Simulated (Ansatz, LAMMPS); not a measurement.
# Relaxing a frame of liquid N-methylformamide from 298 K (117 atoms), part 2 of 4

Wanted: the relaxed structure of a frame of liquid N-methylformamide from 298 K (117 atoms) and its electronic structure.

Ansatz 0.2.0; Kohn-Sham DFT, PBE+D4, PAW (set soft_2), plane waves.

The cell: 26 C, 13 N, 13 O and 65 H. The network of contacts between molecules at the start is that of the classical potential that made the cell. The Brillouin zone is sampled at Γ only, in a cell whose shortest periodic width is 11 Å.

So far. Step 3 (Single point at the start): Neighbours are counted within 1.34 Å (H-C), 1.27 Å (H-N), 1.79 Å (C-N), 1.68 Å (C-O).

## 4. Relaxation

With the cell held, the atoms are moved downhill towards a nearby minimum.

input.yaml reads:

```yaml
crystal:
  lattice:
    - [10.8355, 0.0, 0.0]
    - [0.0, 10.8355, 0.0]
    - [0.0, 0.0, 10.8355]
  atoms:
    [... the 117 atom lines of step 3 ...]
kpoints:
  mp_grid: { grid: [1, 1, 1] }
hamiltonian:
  xc: pbe
  dispersion: d4
scf:
  occupations: { method: fermi_dirac, width: 0.05 }
output:
  forces: true
relax:
  f_tol: 0.03
  max_steps: 200
```

Launch:

```
$ ansatz run input.yaml --threads 4 --pin off --max-ram 8192MiB --backend cpu --events-out ev --progress --plain --runs-dir out
```

Numbers of over 12 decimals in the logs are rounded to 6 here.

Output:

```text
[...]
Crystal: 117 atoms, lattice volume = 1272.175 Å³
Basis set: ecut = 420 eV, 24837 PW (Γ), exchange–correlation on 150×150×150 points (8 copies of the dense FFT grid, shifted against one another)
Bands: 273, of which v1, the nominal top of the filled ones, is band 156 counted from 1 (155 counted from 0)
Symmetry: 1 space group operations
[...]
k-points: 1
[...]
SCF iter   1: F=—  HF=-19936.188784 eV  |F-HF|=—  |Δ(HF+E_count)|=         —  Δρ=6.42e-3  dr2=4.43e-1  ethr=1.77e-3  ⟨swp⟩=6.0  Hψ=1260  notcnv=0  defer=25
[...]
SCF iter   7: F=-19936.117861 eV  HF=-19936.117872 eV  |F-HF|=1.08e-5  |Δ(HF+E_count)|=   3.42e-5  Δρ=4.09e-5  dr2=1.93e-5  ethr=7.21e-9  ⟨swp⟩=3.0  Hψ=907  notcnv=0
SCF 1 converged in 7 iterations: F = -19936.117861 eV  dr2 = 1.93e-5
[...]
relax step   1: F+E_penalty+E_count = -19936.11786143 eV  Δ(F+E_penalty+E_count) = +0.000e0 eV  max|allowed force component| = 3.781e0 eV/Å  Δτ_max = 0.0000 Å  (7 SCF iters, dr2 threshold 2.25e-5 eV, accepted)
[...]
relax step   2: F+E_penalty+E_count = -19938.90845395 eV  Δ(F+E_penalty+E_count) = -2.791e0 eV  max|allowed force component| = 1.841e0 eV/Å  Δτ_max = 0.1901 Å  (7 SCF iters, dr2 threshold 1.00e-4 eV, accepted)
[...]
relax step   3: F+E_penalty+E_count = -19939.96965188 eV  Δ(F+E_penalty+E_count) = -1.061e0 eV  max|allowed force component| = 1.583e0 eV/Å  Δτ_max = 0.1942 Å  (6 SCF iters, dr2 threshold 1.00e-4 eV, accepted)
relax step   4: F+E_penalty+E_count = -19940.29844697 eV  Δ(F+E_penalty+E_count) = -3.288e-1 eV  max|allowed force component| = 9.608e-1 eV/Å  Δτ_max = 0.2000 Å  (6 SCF iters, dr2 threshold 1.00e-4 eV, accepted)
relax step   5: F+E_penalty+E_count = -19940.54089768 eV  Δ(F+E_penalty+E_count) = -2.425e-1 eV  max|allowed force component| = 4.751e-1 eV/Å  Δτ_max = 0.2000 Å  (6 SCF iters, dr2 threshold 1.00e-4 eV, accepted)
relax step   6: F+E_penalty+E_count = -19940.70160860 eV  Δ(F+E_penalty+E_count) = -1.607e-1 eV  max|allowed force component| = 1.970e-1 eV/Å  Δτ_max = 0.1955 Å  (7 SCF iters, dr2 threshold 5.52e-5 eV, accepted)
relax step   7: F+E_penalty+E_count = -19940.78107614 eV  Δ(F+E_penalty+E_count) = -7.947e-2 eV  max|allowed force component| = 3.454e-1 eV/Å  Δτ_max = 0.1950 Å  (8 SCF iters, dr2 threshold 6.68e-6 eV, accepted)
relax step   8: F+E_penalty+E_count = -19940.82856866 eV  Δ(F+E_penalty+E_count) = -4.749e-2 eV  max|allowed force component| = 4.303e-1 eV/Å  Δτ_max = 0.1678 Å  (7 SCF iters, dr2 threshold 2.05e-5 eV, accepted)
relax step   9: F+E_penalty+E_count = -19940.87685984 eV  Δ(F+E_penalty+E_count) = -4.829e-2 eV  max|allowed force component| = 3.852e-1 eV/Å  Δτ_max = 0.1808 Å  (6 SCF iters, dr2 threshold 1.00e-4 eV, accepted)
relax step  10: F+E_penalty+E_count = -19940.90923450 eV  Δ(F+E_penalty+E_count) = -3.237e-2 eV  max|allowed force component| = 1.490e-1 eV/Å  Δτ_max = 0.0691 Å  (6 SCF iters, dr2 threshold 1.00e-4 eV, accepted)
relax step  11: F+E_penalty+E_count = -19940.93847511 eV  Δ(F+E_penalty+E_count) = -2.924e-2 eV  max|allowed force component| = 1.826e-1 eV/Å  Δτ_max = 0.1426 Å  (8 SCF iters, dr2 threshold 3.32e-6 eV, accepted)
relax step  12: F+E_penalty+E_count = -19940.95919497 eV  Δ(F+E_penalty+E_count) = -2.072e-2 eV  max|allowed force component| = 2.037e-1 eV/Å  Δτ_max = 0.1347 Å  (8 SCF iters, dr2 threshold 4.99e-6 eV, accepted)
relax step  13: F+E_penalty+E_count = -19940.98118438 eV  Δ(F+E_penalty+E_count) = -2.199e-2 eV  max|allowed force component| = 1.911e-1 eV/Å  Δτ_max = 0.1064 Å  (6 SCF iters, dr2 threshold 4.15e-5 eV, accepted)
relax step  14: F+E_penalty+E_count = -19941.01480914 eV  Δ(F+E_penalty+E_count) = -3.362e-2 eV  max|allowed force component| = 2.609e-1 eV/Å  Δτ_max = 0.1949 Å  (7 SCF iters, dr2 threshold 3.22e-5 eV, accepted)
relax step  15: F+E_penalty+E_count = -19941.02726977 eV  Δ(F+E_penalty+E_count) = -1.246e-2 eV  max|allowed force component| = 3.987e-1 eV/Å  Δτ_max = 0.1953 Å  (6 SCF iters, dr2 threshold 6.00e-5 eV, accepted)
relax step  16: F+E_penalty+E_count = -19941.05093166 eV  Δ(F+E_penalty+E_count) = -2.366e-2 eV  max|allowed force component| = 4.903e-1 eV/Å  Δτ_max = 0.1202 Å  (6 SCF iters, dr2 threshold 1.00e-4 eV, accepted)
relax step  17: F+E_penalty+E_count = -19941.08125290 eV  Δ(F+E_penalty+E_count) = -3.032e-2 eV  max|allowed force component| = 3.568e-1 eV/Å  Δτ_max = 0.0511 Å  (5 SCF iters, dr2 threshold 1.00e-4 eV, accepted)
relax step  18: F+E_penalty+E_count = -19941.12388988 eV  Δ(F+E_penalty+E_count) = -4.264e-2 eV  max|allowed force component| = 1.591e-1 eV/Å  Δτ_max = 0.2000 Å  (6 SCF iters, dr2 threshold 6.75e-5 eV, accepted)
relax step  19: F+E_penalty+E_count = -19941.16269688 eV  Δ(F+E_penalty+E_count) = -3.881e-2 eV  max|allowed force component| = 3.277e-1 eV/Å  Δτ_max = 0.1948 Å  (7 SCF iters, dr2 threshold 5.03e-6 eV, accepted)
relax step  20: F+E_penalty+E_count = -19941.19274985 eV  Δ(F+E_penalty+E_count) = -3.005e-2 eV  max|allowed force component| = 4.509e-1 eV/Å  Δτ_max = 0.1952 Å  (7 SCF iters, dr2 threshold 2.13e-5 eV, accepted)
[...]
relax step  46: F+E_penalty+E_count = -19941.37310329 eV  Δ(F+E_penalty+E_count) = -2.526e-7 eV  max|allowed force component| = 2.701e-2 eV/Å  Δτ_max = 0.0000 Å  (3 SCF iters, accepted)
relax step  47: F+E_penalty+E_count = -19941.37554521 eV  Δ(F+E_penalty+E_count) = -2.442e-3 eV  max|allowed force component| = 3.981e-2 eV/Å  Δτ_max = 0.0729 Å  (9 SCF iters, accepted)
[...]
relax step  51: F+E_penalty+E_count = -19941.38316006 eV  Δ(F+E_penalty+E_count) = -1.458e-3 eV  max|allowed force component| = 1.384e-1 eV/Å  Δτ_max = 0.1173 Å  (9 SCF iters, accepted)
[...]
relax step  53: F+E_penalty+E_count = -19941.38645581 eV  Δ(F+E_penalty+E_count) = -3.466e-4 eV  max|allowed force component| = 6.036e-2 eV/Å  Δτ_max = 0.0170 Å  (5 SCF iters, dr2 threshold 4.28e-6 eV, accepted)
relax step  54: F+E_penalty+E_count = -19941.37798445 eV  Δ(F+E_penalty+E_count) = +8.471e-3 eV  max|allowed force component| = 7.837e-2 eV/Å  Δτ_max = 0.1233 Å  (8 SCF iters, dr2 threshold 1.47e-6 eV, rejected (line search))
relax step  55: F+E_penalty+E_count = -19941.38773004 eV  Δ(F+E_penalty+E_count) = -1.274e-3 eV  max|allowed force component| = 4.067e-2 eV/Å  Δτ_max = 0.0215 Å  (10 SCF iters, accepted)
relax step  56: F+E_penalty+E_count = -19941.38837638 eV  Δ(F+E_penalty+E_count) = -6.463e-4 eV  max|allowed force component| = 3.012e-2 eV/Å  Δτ_max = 0.0339 Å  (8 SCF iters, accepted)
relax step  57: F+E_penalty+E_count = -19941.38925112 eV  Δ(F+E_penalty+E_count) = -8.747e-4 eV  max|allowed force component| = 4.146e-2 eV/Å  Δτ_max = 0.0704 Å  (9 SCF iters, accepted)
relax step  58: F+E_penalty+E_count = -19941.38967254 eV  Δ(F+E_penalty+E_count) = -4.214e-4 eV  max|allowed force component| = 4.838e-2 eV/Å  Δτ_max = 0.0310 Å  (6 SCF iters, dr2 threshold 9.43e-7 eV, accepted)
relax step  59: F+E_penalty+E_count = -19941.39035190 eV  Δ(F+E_penalty+E_count) = -6.794e-4 eV  max|allowed force component| = 6.023e-2 eV/Å  Δτ_max = 0.0582 Å  (7 SCF iters, dr2 threshold 2.34e-6 eV, accepted)
relax step  60: F+E_penalty+E_count = -19941.39088900 eV  Δ(F+E_penalty+E_count) = -5.371e-4 eV  max|allowed force component| = 4.285e-2 eV/Å  Δτ_max = 0.0331 Å  (5 SCF iters, dr2 threshold 3.63e-6 eV, accepted)
relax step  61: F+E_penalty+E_count = -19941.39119730 eV  Δ(F+E_penalty+E_count) = -3.083e-4 eV  max|allowed force component| = 5.333e-2 eV/Å  Δτ_max = 0.0495 Å  (7 SCF iters, dr2 threshold 9.29e-7 eV, accepted)
relax step  62: F+E_penalty+E_count = -19941.39190184 eV  Δ(F+E_penalty+E_count) = -7.045e-4 eV  max|allowed force component| = 3.629e-2 eV/Å  Δτ_max = 0.0221 Å  (5 SCF iters, dr2 threshold 1.44e-6 eV, accepted)
relax step  63: F+E_penalty+E_count = -19941.39239037 eV  Δ(F+E_penalty+E_count) = -4.885e-4 eV  max|allowed force component| = 3.109e-2 eV/Å  Δτ_max = 0.0374 Å  (7 SCF iters, accepted)
relax step  64: F+E_penalty+E_count = -19941.39244139 eV  Δ(F+E_penalty+E_count) = -5.102e-5 eV  max|allowed force component| = 1.232e-1 eV/Å  Δτ_max = 0.0895 Å  (8 SCF iters, accepted)
relax step  65: F+E_penalty+E_count = -19941.39302367 eV  Δ(F+E_penalty+E_count) = -5.823e-4 eV  max|allowed force component| = 4.958e-2 eV/Å  Δτ_max = 0.0262 Å  (5 SCF iters, dr2 threshold 1.11e-5 eV, accepted)
relax step  66: F+E_penalty+E_count = -19941.39338918 eV  Δ(F+E_penalty+E_count) = -3.655e-4 eV  max|allowed force component| = 2.326e-2 eV/Å  Δτ_max = 0.0159 Å  (6 SCF iters, accepted)
relax step  67: F+E_penalty+E_count = -19941.39393247 eV  Δ(F+E_penalty+E_count) = -5.433e-4 eV  max|allowed force component| = 3.554e-2 eV/Å  Δτ_max = 0.0556 Å  (8 SCF iters, accepted)
relax step  68: F+E_penalty+E_count = -19941.39415311 eV  Δ(F+E_penalty+E_count) = -2.206e-4 eV  max|allowed force component| = 8.742e-2 eV/Å  Δτ_max = 0.1170 Å  (9 SCF iters, accepted)
relax step  69: F+E_penalty+E_count = -19941.39470481 eV  Δ(F+E_penalty+E_count) = -5.517e-4 eV  max|allowed force component| = 4.358e-2 eV/Å  Δτ_max = 0.0349 Å  (5 SCF iters, dr2 threshold 7.64e-6 eV, accepted)
relax step  70: F+E_penalty+E_count = -19941.39492577 eV  Δ(F+E_penalty+E_count) = -2.210e-4 eV  max|allowed force component| = 2.747e-2 eV/Å  Δτ_max = 0.0082 Å  (6 SCF iters, accepted)
[...]
relax step  71: F+E_penalty+E_count = -19941.39529943 eV  Δ(F+E_penalty+E_count) = -3.737e-4 eV  max|allowed force component| = 2.386e-2 eV/Å  Δτ_max = 0.0348 Å  (7 SCF iters, accepted)
SCF converged after 7 iterations
Free energy (F): -19941.395299 eV
[...]
Internal energy: -19941.395299 eV  (E = F + TS)
E sigma→0 (E₀):  -19941.395299 eV
Fermi energy:    1.229351 eV
[...]
--- Forces (eV/Å), atoms counted from 1 ---
  atom   1  C      0.00099654    -0.00123189     0.00072997
  atom   2  N     -0.00930366     0.00105847    -0.00255964
  atom   3  C      0.00656132     0.00147323     0.00259346
  atom   4  O     -0.00216155    -0.00186607    -0.00034632
  atom   5  H     -0.00075340    -0.00047653     0.00030127
  atom   6  H      0.00048089    -0.00017228    -0.00005005
  atom   7  H      0.00007757     0.00057149    -0.00010346
  atom   8  H      0.00375192     0.00147842     0.00134103
  atom   9  H     -0.00065189    -0.00022742    -0.00117319
  atom  10  C      0.00300278    -0.00249850    -0.00011658
  atom  11  N     -0.00226732     0.00498787     0.00086968
  atom  12  C     -0.00053542    -0.00143619    -0.00123959
  atom  13  O     -0.00024145     0.00073159     0.00109904
  atom  14  H     -0.00064275    -0.00005691     0.00018626
[...]
atom 116  H     -0.00027284     0.00001988     0.00009408
  atom 117  H      0.00001667     0.00016905     0.00061019
  max |Σ_I F_I| component: 8.76e-5 eV/Å
--- Relaxed structure (71 steps of the walk, 69 accepted, 0 SCFs on fresh bases) ---
  F+E_penalty+E_count = -19941.39529943 eV   max|allowed force component| = 2.386e-2 eV/Å
  atoms:
    - { symbol: C, position: [0.587943, 0.525431, 0.190017] }
    - { symbol: N, position: [0.675838, 0.429476, 0.221530] }
    - { symbol: C, position: [0.795783, 0.450892, 0.242007] }
    - { symbol: O, position: [0.845069, 0.554779, 0.240743] }
[...]
- { symbol: H, position: [0.389437, 0.994506, 0.558513] }
```

Run time: 17 min. Hardware: 4 threads of Arm Neoverse N1, shared host; peak memory 1.3 GiB; 66 min of CPU time.

The steps of the relaxation (22 of 71):

| step | energy less that of the first step (eV) | largest force component (eV/Å) |
| --- | --- | --- |
| 1 | 0.0000 | 3.7812 |
| 4 | -4.1806 | 0.9608 |
| 8 | -4.7107 | 0.4303 |
| 11 | -4.8206 | 0.1826 |
| 14 | -4.8969 | 0.2609 |
| 18 | -5.0060 | 0.1591 |
| 21 | -5.0953 | 0.3466 |
| 24 | -5.1513 | 0.2286 |
| 28 | -5.1932 | 0.1733 |
| 31 | -5.1864 | 0.1319 |
| 34 | -5.2236 | 0.2694 |
| 38 | -5.2368 | 0.1379 |
| 41 | -5.2474 | 0.0552 |
| 44 | -5.2536 | 0.0712 |
| 48 | -5.2585 | 0.2523 |
| 51 | -5.2653 | 0.1384 |
| 54 | -5.2601 | 0.0784 |
| 58 | -5.2718 | 0.0484 |
| 61 | -5.2733 | 0.0533 |
| 64 | -5.2746 | 0.1232 |
| 68 | -5.2763 | 0.0874 |
| 71 | -5.2774 | 0.0239 |

Relaxation steps 31, 54 were tried and not accepted.

The atoms that moved most (Å):

| atom | dx | dy | dz | length |
| --- | --- | --- | --- | --- |
| O112 | -1.955 | 1.091 | 0.231 | 2.251 |
| H117 | -1.789 | 0.638 | -1.112 | 2.201 |
| O76 | -0.114 | 0.764 | -1.971 | 2.117 |
| H70 | -0.893 | -0.390 | 1.837 | 2.079 |
| H81 | -1.115 | 0.941 | -1.452 | 2.058 |
| H114 | 0.167 | 1.715 | 0.982 | 1.983 |
| H68 | 1.327 | -0.749 | 1.180 | 1.927 |
| H59 | -0.004 | 1.109 | -1.526 | 1.887 |

The relaxation changed the energy by -45.1 meV/atom, and atoms moved by 1.00 Å r.m.s., 2.3 Å at most.

## 5. Distances and neighbours after relaxation

Bonds before and after, by the cutoffs listed below:

| pair | bonds before | bonds after | mean before (Å) | mean after (Å) | spread before (Å) | spread after (Å) |
| --- | --- | --- | --- | --- | --- | --- |
| H-C | 52 | 52 | 1.104 | 1.100 | 0.030 | 0.005 |
| H-N | 13 | 13 | 1.026 | 1.033 | 0.021 | 0.004 |
| C-N | 26 | 26 | 1.396 | 1.395 | 0.051 | 0.058 |
| C-O | 13 | 13 | 1.216 | 1.246 | 0.020 | 0.004 |

Density 1.00 g/cm³, 10.87 Å³ an atom.

g(r), total and by pair (bins of 0.2 Å):

| r (Å) | total | H-H | H-C | H-N | H-O | C-C | C-N |
| --- | --- | --- | --- | --- | --- | --- | --- |
| 1.00 | 3.02 | 0.00 | 8.55 | 7.40 | 0.00 | 0.00 | 0.00 |
| 1.20 | 1.75 | 0.00 | 4.50 | 0.00 | 0.00 | 0.00 | 0.00 |
| 1.40 | 1.00 | 0.00 | 0.00 | 0.00 | 0.00 | 0.00 | 20.15 |
| 1.60 | 0.00 | 0.00 | 0.00 | 0.00 | 0.00 | 0.00 | 0.00 |
| 1.80 | 1.19 | 2.96 | 0.00 | 0.00 | 2.19 | 0.00 | 0.00 |
| 2.00 | 1.07 | 0.00 | 0.95 | 4.82 | 1.99 | 0.00 | 0.00 |
| 2.20 | 0.83 | 0.66 | 0.83 | 2.39 | 0.00 | 0.00 | 0.00 |
| 2.40 | 0.56 | 0.67 | 0.05 | 0.00 | 1.03 | 3.23 | 0.00 |
| 2.60 | 0.71 | 1.27 | 0.61 | 0.09 | 1.25 | 0.00 | 0.00 |
| 2.80 | 0.91 | 1.15 | 0.69 | 0.29 | 0.93 | 0.00 | 0.00 |
| 3.00 | 0.75 | 1.23 | 0.90 | 0.26 | 0.93 | 0.00 | 0.00 |
| 3.20 | 0.77 | 0.63 | 1.17 | 0.83 | 1.35 | 0.00 | 0.14 |
| 3.40 | 0.90 | 0.58 | 1.63 | 0.62 | 1.08 | 0.14 | 0.13 |
| 3.60 | 1.14 | 1.06 | 1.27 | 0.83 | 1.07 | 0.90 | 1.28 |
| 3.80 | 1.15 | 1.18 | 0.83 | 1.04 | 1.33 | 1.65 | 1.55 |
| 4.00 | 1.10 | 1.00 | 0.77 | 1.39 | 1.38 | 1.87 | 1.22 |
| 4.20 | 1.02 | 1.20 | 0.76 | 1.05 | 1.12 | 1.36 | 0.94 |
| 4.40 | 1.15 | 1.13 | 1.17 | 1.05 | 1.02 | 1.86 | 1.09 |
| 4.60 | 1.20 | 0.97 | 1.47 | 1.25 | 0.92 | 1.49 | 1.29 |
| 4.80 | 0.98 | 1.04 | 0.83 | 1.19 | 0.94 | 0.66 | 1.31 |
| 5.00 | 0.93 | 0.95 | 1.04 | 0.74 | 0.58 | 1.09 | 1.37 |
| 5.20 | 0.97 | 1.01 | 1.15 | 1.08 | 0.64 | 0.77 | 0.83 |

Bonds by pair of elements; cutoffs follow the first minimum of g(r), held within bounds set by covalent radii, and pairs that aren't listed don't count as bonded:

| pair A-B | cutoff (Å) | bonds | mean length (Å) | spread (Å) | shortest (Å) | B about A | A about B |
| --- | --- | --- | --- | --- | --- | --- | --- |
| H-C | 1.34 | 52 | 1.1 | 0.005 | 1.09 | 0.8 | 2 |
| H-N | 1.27 | 13 | 1.03 | 0.004 | 1.03 | 0.2 | 1 |
| C-N | 1.79 | 26 | 1.40 | 0.058 | 1.33 | 1 | 2 |
| C-O | 1.68 | 13 | 1.25 | 0.004 | 1.24 | 0.5 | 1 |

How many atoms have how many bonded neighbours:

| element | mean | 1 | 3 | 4 |
| --- | --- | --- | --- | --- |
| C | 3.5 | 0 | 13 | 13 |
| H | 1 | 65 | 0 | 0 |
| N | 3 | 0 | 13 | 0 |
| O | 1 | 13 | 0 | 0 |

Bond angles, per cent of each kind in bins of 5°:

| angle (°) | H-C-N | H-C-H | C-N-H | C-N-C | N-C-O |
| --- | --- | --- | --- | --- | --- |
| 105–110 | 36.5 | 100.0 | 0.0 | 0.0 | 0.0 |
| 110–115 | 63.5 | 0.0 | 0.0 | 0.0 | 0.0 |
| 115–120 | 0.0 | 0.0 | 88.5 | 0.0 | 0.0 |
| 120–125 | 0.0 | 0.0 | 11.5 | 100.0 | 15.4 |
| 125–130 | 0.0 | 0.0 | 0.0 | 0.0 | 84.6 |

Bond angles (no mean is given where the spread exceeds 20°):

| angle | count | mean (°) | spread (°) |
| --- | --- | --- | --- |
| H-C-N | 52 | 111 | 1.5 |
| H-C-H | 39 | 109 | 0.6 |
| C-N-H | 26 | 118 | 1.2 |
| C-N-C | 13 | 123 | 0.3 |
| N-C-O | 13 | 126 | 0.5 |

Bond length by coordination (bonds to H left out):

| element | coordination | atoms | mean bond length (Å) |
| --- | --- | --- | --- |
| C | 3 | 13 | 1.29 |
| C | 4 | 13 | 1.45 |

By these cutoffs 50 % of C atoms have 3 and as many 4, all H atoms have 1, all N atoms have 3 and all O atoms have 1 bonded neighbour. The H-C-N angle averages 111° with a spread of 1.5°.

(Part 2 of 4 ends here.)

[Logs are printed without paths, hosts, clocks, repeated set-up lines and the standing remarks that a program may print on its own settings, such as how far it seeks lower states.]

[Hosts, paths, dates, database ids (printed as entryN), source tags and the programs' standing remarks are cut or masked in the printed files.]
